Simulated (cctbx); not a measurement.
# NbAg2Cl5O across an absorption edge

Space group Cm (no. 8), a = 6.5020 Å, b = 11.1950 Å, c = 5.9740 Å, α = 90.00°, β = 92.27°, γ = 90.00°.

```
atom  mult.       x       y       z  Ueq (Å²)
 Ag1      4  0.5111  0.8362  0.5009    0.0047
 Nb1      2  0.0191       0  0.0252    0.0057
 Cl1      4  0.8326  0.8421  0.2415    0.0084
 Cl2      4  0.1592  0.8452  0.7419    0.0086
 Cl3      2  0.6714       0  0.7472    0.0078
  O1      2  0.3111       0  0.2412    0.0093
```

The model was made for the exercise: a known structure type with other elements put in, its volume estimated, not relaxed; displacement parameters are assumed.

Calculated with cctbx: free-atom f′ and f″ from the Sasaki tables, no fine structure; amplitudes in electrons.

| E (eV) | F 1 3 0 | F 0 4 0 | F 1 1 0 | F 0 0 2 |
| --- | --- | --- | --- | --- |
| 24914 | 144.8 | 48.8 | 8.8 | 78.1 |
| 25264 | 141.8 | 47.0 | 9.9 | 75.5 |
| 25394 | 139.1 | 45.4 | 10.9 | 73.2 |
| 25454 | 136.5 | 44.0 | 11.9 | 71.1 |
| 25484 | 134.0 | 42.6 | 12.9 | 69.0 |
| 25499 | 131.5 | 41.2 | 14.0 | 67.0 |
| 25506 | 129.4 | 40.0 | 14.9 | 65.4 |
| 25510 | 127.2 | 38.7 | 16.0 | 63.6 |
| 25518 | 123.3 | 36.0 | 21.7 | 68.6 |
| 25522 | 128.9 | 39.2 | 19.5 | 72.3 |
| 25529 | 131.7 | 40.8 | 18.5 | 74.3 |
| 25544 | 134.7 | 42.4 | 17.5 | 76.4 |
| 25574 | 137.5 | 44.0 | 16.6 | 78.5 |
| 25664 | 141.1 | 46.0 | 15.6 | 81.2 |
| 25914 | 145.1 | 48.2 | 14.7 | 84.2 |

**Question.** Which edge is crossed, and why do the reflections move as they do?

The K edge of Ag. The edge is at 25514 eV. f′ of Ag falls from -4.8 e at 25394 eV to -7.8 e at 4 eV below it, and f″ steps from 0.55 to 3.62 e across it. Over that approach |F| changes by -9 % (1 3 0), -15 % (0 4 0), +47 % (1 1 0) and -13 % (0 0 2): a reflection falls where Ag scatters in phase with the total and rises where it scatters against it; it hardly moves where the Ag term is small or cancels by symmetry or lies in quadrature to the total. The f″ term interferes with the normal scattering with opposite sign for the two Friedel mates. The largest Friedel difference in the scan is 54.5 % of the mean (1 1 0, at 24914 eV).

[Logs are printed without paths, hosts, clocks, repeated set-up lines and the standing remarks that a program may print on its own settings, such as how far it seeks lower states.]
